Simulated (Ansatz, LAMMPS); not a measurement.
# Relaxing a frame of liquid dimethyl carbonate from 320 K (84 atoms)

Wanted: the relaxed structure of a frame of liquid dimethyl carbonate from 320 K (84 atoms) and its electronic structure.

Method: Kohn-Sham DFT, PBEsol, PAW (set soft_2), plane waves, in Ansatz 0.2.0.

## Step 1: Set-up

The cell holds 84 atoms: 21 C, 21 O and 42 H. Cell: a = 9.928 Å, b = 9.928 Å, c = 9.928 Å, α = 90.0°, β = 90.0°, γ = 90.0°. 7 dimethyl carbonate placed at random, at 1.07 g/cm³; overlaps pushed apart, then 10 ps at 470 K with MMFF94 bonds, angles, torsions, charges and radii (Halgren, J. Comput. Chem. 17, 490 (1996)) in harmonic and 12-6 forms. Snapshot after 20 ps at 320 K and fixed volume.

Limits known from the start: The network of contacts between molecules at the start is that of the classical potential that made the cell. The functional has no dispersion term, which matters for the binding between molecules or layers. The density was typed from a rule of thumb and may lie off the real one at this temperature. The Brillouin zone is sampled at Γ only, in a cell whose shortest periodic width is 10 Å.

## Step 2: Making the structure

A classical potential supplies the starting structure, since it reaches far longer times than DFT.

This step: classical MD, MMFF94 bonds, angles, torsions, charges and radii (Halgren, J. Comput. Chem. 17, 490 (1996)) in harmonic and 12-6 forms (LAMMPS 22 Jul 2025 - Update 4).

File in.lmp:

```
# liquid dimethyl carbonate
units real
atom_style full
boundary p p p
bond_style harmonic
angle_style harmonic
dihedral_style opls
improper_style harmonic
special_bonds lj 0 0 0.5 coul 0 0 0.75
read_data data.lmp
neigh_modify delay 0 every 1 check yes one 4000
comm_modify cutoff 12.0
timestep 0.5
thermo_style custom step time temp pe press density
thermo_modify norm yes
# push overlapping molecules apart
pair_style soft 2.6
pair_coeff * * 0.0
variable a equal ramp(1,60)
fix ad all adapt 1 pair soft a * * v_a
velocity all create 470 384586 mom yes dist gaussian
fix lim all nve/limit 0.03
fix lan all langevin 470 470 50 384587 zero yes
thermo 1000
run 3000 post no
unfix ad
pair_style lj/cut/coul/long 8.9
pair_modify mix arithmetic tail yes
pair_coeff 1 1 0.0678 3.3680   # C
pair_coeff 2 2 0.0763 3.0430   # O
pair_coeff 3 3 0.0678 3.4070   # C
pair_coeff 4 4 0.0763 2.9870   # O
pair_coeff 5 5 0.0216 2.5400   # H
kspace_style pppm 1.0e-4
# [... 17 lines left out ...]
compute msd all msd com yes
thermo 5000
fix md all nvt temp 320 320 100
run 20000 post no
print "== T320: mean square displacement over the hold $(c_msd[4]:%.2f) A^2"
unfix md
uncompute msd
write_dump all custom T320.dump id type xs ys zs modify sort id
```

The run is started by

```console
> lmp -in in.lmp -log none -nocite
```

Numbers of over 12 decimals in the logs are rounded to 6 here.

What it wrote:

```text
LAMMPS (22 Jul 2025 - Update 4)
Reading data file ...
  orthogonal box = (0 0 0) to (9.92798 9.92798 9.92798)
  84 atoms
  orthogonal box = (0 0 0) to (9.92798 9.92798 9.92798)
  77 bonds
  119 angles
  70 dihedrals
  7 impropers
   Step          Time           Temp          PotEng         Press         Density
         0   0              470            0.39454364     3210.2888      1.0699985
      1000   500            445.83207      1.5020927      7723.0906      1.0699985
      2000   1000           451.75441      1.5138586      11986.438      1.0699985
      3000   1500           455.97018      1.4535175      3704.8917      1.0699985
WARNING: Bond/angle/dihedral extent > half of periodic box length
Loop time of 0.17128 s on 1 MPI rank(s) for 3000 steps with 84 atoms
PPPM initialization ...
  G vector (1/distance) = 0.30017496
  grid = 6 6 6
  estimated relative force accuracy = 2.9597572e-05
WARNING: Bond/angle/dihedral extent > half of periodic box length
   Step          Time           Temp          PotEng         Press         Density
      3000   1500           455.97018     -2.3438887     -8190.9296      1.0699985
      3100   1550           455.97018     -3.6590689      3707.634       1.0699985
[... 8 lines left out ...]
  Iterations, force evaluations = 236 472
   Step          Time           Temp          PotEng         Press         Density
         0   0              470           -3.7098811      3972.6217      1.0699985
      1000   500            467.20316     -2.5041966      6777.3269      1.0699985
      2000   1000           452.20518     -2.4115336      2177.1033      1.0699985
Loop time of 0.62044 s on 1 MPI rank(s) for 2000 steps with 84 atoms
   Step          Time           Temp          PotEng         Press         Density
      2000   1000           452.20518     -2.4115336      2177.1033      1.0699985
[... 5 lines left out ...]
WARNING: Bond/angle/dihedral extent > half of periodic box length
Loop time of 3.2715 s on 1 MPI rank(s) for 10000 steps with 84 atoms
WARNING: Bond/angle/dihedral extent > half of periodic box length
   Step          Time           Temp          PotEng         Press         Density
[... 4 lines left out ...]
Loop time of 1.63226 s on 1 MPI rank(s) for 5000 steps with 84 atoms
   Step          Time           Temp          PotEng         Press         Density
[... 2 lines left out ...]
     25000   24000          297.3359      -2.9149419      3601.4241      1.0699985
     30000   29000          289.81016     -2.8430762     -1123.7309      1.0699985
     35000   34000          340.71391     -2.7902511     -4608.175       1.0699985
     37000   36000          279.16516     -2.7627532      5618.3389      1.0699985
Loop time of 6.44388 s on 1 MPI rank(s) for 20000 steps with 84 atoms
== T320: mean square displacement over the hold 9.43 A^2
```

It took 12 s on 1 thread of Arm Neoverse V1, shared host; peak memory 0.12 GiB.

The input also reads data.lmp (atoms, bonds and types; not printed here).

## Step 3: Single point at the start

A single point comes first, to see the forces before anything moves.

File input.yaml:

```yaml
crystal:
  lattice:
    - [9.92798, 0.0, 0.0]
    - [0.0, 9.92798, 0.0]
    - [0.0, 0.0, 9.92798]
  atoms:
    - { symbol: C, position: [0.90905, 0.24875, 0.36615] }
    - { symbol: O, position: [0.97162, 0.34443, 0.4543] }
    - { symbol: C, position: [0.06177, 0.42687, 0.39226] }
    - { symbol: O, position: [0.1106, 0.40789, 0.28273] }
    - { symbol: O, position: [0.12248, 0.49443, 0.49494] }
    - { symbol: C, position: [0.25428, 0.54233, 0.47161] }
    - { symbol: H, position: [0.82022, 0.20688, 0.40944] }
    - { symbol: H, position: [0.88832, 0.29957, 0.27244] }
    - { symbol: H, position: [0.97415, 0.1639, 0.33864] }
    - { symbol: H, position: [0.2427, 0.60815, 0.38678] }
    - { symbol: H, position: [0.28814, 0.58158, 0.56714] }
    - { symbol: H, position: [0.32516, 0.46209, 0.4452] }
    - { symbol: C, position: [0.26608, 0.88278, 0.8324] }
    - { symbol: O, position: [0.30565, 0.00612, 0.7688] }
    - { symbol: C, position: [0.27872, 0.10968, 0.84996] }
    - { symbol: O, position: [0.2459, 0.09495, 0.96947] }
    - { symbol: O, position: [0.30997, 0.22632, 0.78818] }
    - { symbol: C, position: [0.32345, 0.33699, 0.87156] }
    - { symbol: H, position: [0.32986, 0.86248, 0.91694] }
    - { symbol: H, position: [0.15468, 0.87656, 0.85913] }
    - { symbol: H, position: [0.27803, 0.79684, 0.75549] }
    - { symbol: H, position: [0.2378, 0.34044, 0.94132] }
    - { symbol: H, position: [0.41901, 0.35485, 0.92117] }
    - { symbol: H, position: [0.31236, 0.41235, 0.79715] }
    - { symbol: C, position: [0.58153, 0.24054, 0.63496] }
    - { symbol: O, position: [0.54768, 0.37936, 0.6306] }
    - { symbol: C, position: [0.60302, 0.44886, 0.73804] }
    - { symbol: O, position: [0.68134, 0.40654, 0.82109] }
    - { symbol: O, position: [0.55873, 0.57697, 0.71917] }
    - { symbol: C, position: [0.59165, 0.6691, 0.8242] }
    - { symbol: H, position: [0.62523, 0.21694, 0.73302] }
    - { symbol: H, position: [0.49428, 0.17671, 0.62876] }
    - { symbol: H, position: [0.64999, 0.20546, 0.55584] }
    - { symbol: H, position: [0.67275, 0.73652, 0.78584] }
    - { symbol: H, position: [0.50256, 0.73198, 0.83409] }
    - { symbol: H, position: [0.61133, 0.62411, 0.92148] }
    - { symbol: C, position: [0.92759, 0.23615, 0.75115] }
    - { symbol: O, position: [0.99976, 0.11846, 0.71094] }
    - { symbol: C, position: [0.93023, 0.00429, 0.71113] }
    - { symbol: O, position: [0.81816, 0.99513, 0.76625] }
    - { symbol: O, position: [0.99987, 0.9084, 0.63999] }
    - { symbol: C, position: [0.9177, 0.80006, 0.60213] }
    - { symbol: H, position: [0.84432, 0.25548, 0.68341] }
    - { symbol: H, position: [0.89268, 0.23512, 0.8568] }
    - { symbol: H, position: [0.00114, 0.31973, 0.73096] }
    - { symbol: H, position: [0.98064, 0.73772, 0.5358] }
    - { symbol: H, position: [0.88568, 0.7401, 0.69272] }
    - { symbol: H, position: [0.8303, 0.83225, 0.54709] }
    - { symbol: C, position: [0.63479, 0.54279, 0.2431] }
    - { symbol: O, position: [0.52317, 0.60496, 0.30264] }
    - { symbol: C, position: [0.56752, 0.70322, 0.38411] }
    - { symbol: O, position: [0.68933, 0.7105, 0.41419] }
    - { symbol: O, position: [0.46891, 0.78532, 0.42401] }
    - { symbol: C, position: [0.50816, 0.90216, 0.48712] }
    - { symbol: H, position: [0.59848, 0.4595, 0.17185] }
    - { symbol: H, position: [0.68438, 0.62383, 0.18706] }
    - { symbol: H, position: [0.71018, 0.51352, 0.31126] }
    - { symbol: H, position: [0.58403, 0.88159, 0.56768] }
    - { symbol: H, position: [0.55478, 0.97032, 0.42383] }
    - { symbol: H, position: [0.42028, 0.9554, 0.51769] }
    - { symbol: C, position: [0.78431, 0.94024, 0.13923] }
    - { symbol: O, position: [0.73438, 0.07463, 0.14846] }
    - { symbol: C, position: [0.59746, 0.06616, 0.17028] }
    - { symbol: O, position: [0.53804, 0.96202, 0.19034] }
    - { symbol: O, position: [0.55315, 0.18877, 0.21257] }
    - { symbol: C, position: [0.41803, 0.19623, 0.24608] }
    - { symbol: H, position: [0.77817, 0.89316, 0.23816] }
    - { symbol: H, position: [0.71785, 0.89111, 0.06776] }
    - { symbol: H, position: [0.8836, 0.94092, 0.10296] }
    - { symbol: H, position: [0.413, 0.14754, 0.34447] }
    - { symbol: H, position: [0.38404, 0.30644, 0.24199] }
    - { symbol: H, position: [0.36812, 0.1378, 0.1665] }
    - { symbol: C, position: [0.19901, 0.82591, 0.2053] }
    - { symbol: O, position: [0.07763, 0.74578, 0.1936] }
    - { symbol: C, position: [0.08728, 0.64635, 0.10096] }
    - { symbol: O, position: [0.19142, 0.62976, 0.02761] }
    - { symbol: O, position: [0.96615, 0.58383, 0.09007] }
    - { symbol: C, position: [0.96469, 0.48089, 0.98986] }
    - { symbol: H, position: [0.28417, 0.7696, 0.2566] }
    - { symbol: H, position: [0.23207, 0.88461, 0.11876] }
    - { symbol: H, position: [0.18082, 0.89298, 0.28516] }
    - { symbol: H, position: [0.8863, 0.41125, 0.01108] }
    - { symbol: H, position: [0.94409, 0.54177, 0.90196] }
    - { symbol: H, position: [0.06348, 0.43608, 0.9633] }
kpoints:
  mp_grid: { grid: [1, 1, 1] }
hamiltonian:
  xc: pbesol
scf:
  occupations: { method: fermi_dirac, width: 0.025 }
output:
  forces: true
  stress: true
  populations: true
  dos:
    method: { smearing: { sigma: 0.1 } }
    de: 0.1
    projected: { site_lists: { C: [C], H: [H], O: [O] } }
  eigenvalues: true
```

The run is started by

```console
> ansatz run input.yaml --threads 4 --pin off --max-ram 8192MiB --backend cpu --events-out ev --progress --plain --runs-dir out
```

What it wrote:

```text
Engine: ansatz 0.2.0, aarch64-unknown-linux-gnu
Pseudopotentials: kind: paw
Pseudopotential: C, paw, valence charge 4, recommended cutoff 420 eV (normal), C.paw.azcp
Pseudopotential: O, paw, valence charge 6, recommended cutoff 420 eV (normal), O.paw.azcp
Pseudopotential: H, paw, valence charge 1, recommended cutoff 420 eV (normal), H.paw.azcp
[... 3 lines on functional and potentials left out ...]
Crystal: 84 atoms, lattice volume = 978.549 Å³
Basis set: ecut = 420 eV, 19213 PW (Γ), exchange–correlation on 144×144×144 points (8 copies of the dense FFT grid, shifted against one another)
Bands: 210, of which v1, the nominal top of the filled ones, is band 126 counted from 1 (125 counted from 0)
Symmetry: 1 space group operations
Space group: P1 (ITA 1), of the structure as read, at distance tolerance 9.9e-5 Å
k-points: 1
[... 9 lines on functional and potentials left out ...]
Initial density: superposition of atomic densities (neutral atoms: chi_scale 0, normalization atom), corrected by the library's trained network
Initial wavefunctions: pseudopotential atomic-orbital guess
Functional: x = pbesol(κ = 0.804, μ = 0.123457), c = pbesol(β = 0.046)
SCF iter   1: F=—  HF=-17605.650417 eV  |F-HF|=—  |Δ(HF+E_count)|=         —  Δρ=7.61e-3  dr2=3.67e-1  ethr=1.77e-3  ⟨swp⟩=6.0  Hψ=948  notcnv=0  defer=15
preconditioner: auto → Resta (q_TF=auto, 2.176 Å⁻¹)  ε∞=2.3  [insulator: Δε(μ)=4.985 eV  Ē_g=16.741 eV  σ=0.025 eV  W_gap=1.00  n_scr=170 (ndim 8)  ℏωp=18.8 eV  f_vac=0.306  D(μ)=0.00/eV (n_scr^D=0)  ε∞_Penn≈2.3]
SCF iter   2: F=—  HF=-17605.595470 eV  |F-HF|=—  |Δ(HF+E_count)|=   5.49e-2  Δρ=2.93e-3  dr2=6.28e-2  ethr=1.46e-4  ⟨swp⟩=2.0  Hψ=357  notcnv=0  defer=76
SCF iter   3: F=—  HF=-17605.598255 eV  |F-HF|=—  |Δ(HF+E_count)|=   2.79e-3  Δρ=1.38e-3  dr2=1.52e-2  ethr=2.49e-5  ⟨swp⟩=2.0  Hψ=249  notcnv=0  defer=76
SCF iter   4: F=—  HF=-17605.602729 eV  |F-HF|=—  |Δ(HF+E_count)|=   4.47e-3  Δρ=5.47e-4  dr2=2.85e-3  ethr=6.02e-6  ⟨swp⟩=2.0  Hψ=252  notcnv=0  defer=76
SCF iter   5: F=—  HF=-17605.602783 eV  |F-HF|=—  |Δ(HF+E_count)|=   5.39e-5  Δρ=2.09e-4  dr2=4.72e-4  ethr=1.13e-6  ⟨swp⟩=2.0  Hψ=256  notcnv=0  defer=76
SCF iter   6: F=—  HF=-17605.603033 eV  |F-HF|=—  |Δ(HF+E_count)|=   2.51e-4  Δρ=6.08e-5  dr2=5.12e-5  ethr=1.87e-7  ⟨swp⟩=2.0  Hψ=245  notcnv=0  defer=76
SCF iter   7: F=—  HF=-17605.604028 eV  |F-HF|=—  |Δ(HF+E_count)|=   9.94e-4  Δρ=2.78e-5  dr2=7.18e-6  ethr=2.03e-8  ⟨swp⟩=2.0  Hψ=260  notcnv=0  defer=76
SCF iter   8: F=—  HF=-17605.604030 eV  |F-HF|=—  |Δ(HF+E_count)|=   2.47e-6  Δρ=1.22e-5  dr2=1.19e-6  ethr=2.85e-9  ⟨swp⟩=2.0  Hψ=260  notcnv=0  defer=76
SCF iter   9: F=—  HF=-17605.604030 eV  |F-HF|=—  |Δ(HF+E_count)|=   2.44e-7  Δρ=3.60e-6  dr2=1.11e-7  ethr=4.72e-10  ⟨swp⟩=2.0  Hψ=258  notcnv=0  defer=76
SCF iter  10: F=-17605.604030 eV  HF=-17605.604030 eV  |F-HF|=8.91e-9  |Δ(HF+E_count)|=   7.35e-8  Δρ=2.10e-6  dr2=3.88e-8  ethr=3.97e-11  ⟨swp⟩=15.0  Hψ=1271  notcnv=0
SCF 1 converged in 10 iterations: F = -17605.604030 eV  dr2 = 3.88e-8
  greatest PAW one-centre occupation: 0.878 electrons in one spin orbital (limit 2), on the O atom at site 63 (counted from 0), in its partial waves of l = 0
SCF converged after 10 iterations
Free energy (F): -17605.604030 eV
Harris-Foulkes:  -17605.604030 eV  (|F-HF|=8.91e-9)
Internal energy: -17605.604030 eV  (E = F + TS)
E sigma→0 (E₀):  -17605.604030 eV
Fermi energy:    0.727507 eV
--- Per-component energies (eV) ---
  E_band       = -2325.290008
  E_kinetic    = 6148.072662
  E_local      = -22149.916792  (includes V_loc(G=0)·N_el)
  E_nonlocal   = 1660.563627
  E_hartree    = 8298.056354
  E_xc         = -2873.487631
  E_vxc        = -3650.178023  (∫ρ·V_xc dr)
  E_paw        = -5231.552294  (= ΣΔE_a)
  E_vpaw       = -929.939685  (= ΣTr[D̂ρ^β])
  E_aug_tail   = -0.005297  (compensation charges beyond the density's cutoff)
  E_ewald      = -3458.518817
  E_core_change = 1.184157  (= ΣΔE_core)
  E_smearing   = -0.000000  (= −TS)
  E_closure    = 0.000000  (closes the sum)
  Σ components = -17605.604030   (vs F -17605.604030, Δ=0.00e0)
--- Forces (eV/Å), atoms counted from 1 ---
  atom   1  C      1.06985043     0.47299603    -0.67042686
  atom   2  O     -0.69579532     0.32735991    -0.39406249
  atom   3  C      2.09333445    -2.19811119     2.19314373
  atom   4  O     -0.51578281     0.72829918    -0.80798155
  atom   5  O     -1.46574197    -0.37430823     0.19099386
  atom   6  C     -0.36232956    -0.66985935    -0.46233830
  atom   7  H     -0.94678448     0.00204761     0.71796016
  atom   8  H     -0.50553523     0.17043230    -0.64993870
  atom   9  H      0.51039654    -0.02325259     0.25746641
  atom  10  H      0.75283769     1.06596784    -0.42071569
  atom  11  H      0.11970830     0.78386534     0.27745060
  atom  12  H     -0.04484852    -0.38010722    -0.19679551
  atom  13  C     -1.25662419    -1.75668172    -1.82817235
  atom  14  O     -0.79713213    -0.03838480    -0.12124104
[...]
atom  83  H     -0.65959798    -0.25996844    -1.07975669
  atom  84  H     -0.17580835    -0.03534281     0.89198258
  max |Σ_I F_I| component: 1.11e-4 eV/Å
--- Stress (GPa, compression-positive) ---
        0.137416       0.324177       0.131950
        0.324176       0.784785      -0.050863
        0.131950      -0.050864       0.794356
  P = ⅓ Tr σ = 0.5722 GPa (5.722 kbar)
--- Band table (eV) ---
  k-point 0: bands = ["-24.3217", "-24.2324", "-24.0737", "-24.0720", [... 194 levels ...], "9.9578", "9.9899", "10.0256", "10.0558", "10.1374", "10.2188", "10.2876", "10.3115", "10.4225", "10.4732", "10.5661", "10.7242"]
--- Löwdin populations: 84 sites ---
  site symbol       q [e]
     0      C      4.2586
     1      O      6.2657
     2      C      3.3084
[...]
83      H      0.8068
  spilling = 0.013618 (of n_electrons = 252.000000)
```

Wall time 8 s (4 threads of Arm Neoverse V1, shared host); peak memory 0.97 GiB.

The column dr2 measures how far the density is from self-consistency, as an energy; F and HF (Harris–Foulkes) agree once it is small.

Read from the output:

| Quantity | Value |
| --- | --- |
| free energy | -17605.6040 eV |
| free energy per atom | -209.5905 eV/atom |
| SCF cycles | 10 |
| pressure | 0.5722 GPa |
| r.m.s. force component | 0.9506 eV/Å |
| longest force | 3.904 eV/Å |
| Fermi energy | 0.7275 eV |
| gap (highest filled to lowest empty level) | 5.09 eV |
| spilling of the projection | 0.01362 |

The r.m.s. force component of 0.95 eV/Å and the pressure of 0.57 GPa set the starting point.

Neighbours are counted within 1.34 Å (H-C), 1.73 Å (C-O).

Length of the force by element and coordination:

```csv
element,coordination,atoms,mean length of the force (eV/Å),spread,least,most
C,all,21,1.99,0.796,0.787,3.74
C,3,7,2.55,0.748,1.50,3.74
C,4,14,1.72,0.663,0.787,3.08
H,all,42,1.00,0.531,0.175,2.81
O,all,21,1.73,0.822,0.637,3.90
O,1,7,1.90,0.977,0.637,3.90
O,2,14,1.64,0.717,0.667,3.16
```

(Continued in part 2 of 3.)

[Logs are printed without paths, hosts, clocks, repeated set-up lines and the standing remarks that a program may print on its own settings, such as how far it seeks lower states.]

[Hosts, paths, dates, database ids (printed as entryN), source tags and the programs' standing remarks are cut or masked in the printed files.]

[The MMFF94 radii named for the starting cell were scaled by 0.96; in molecules described by MMFF94, hydrogen bound to N, O or S took a small fixed 12-6 site in their place.]
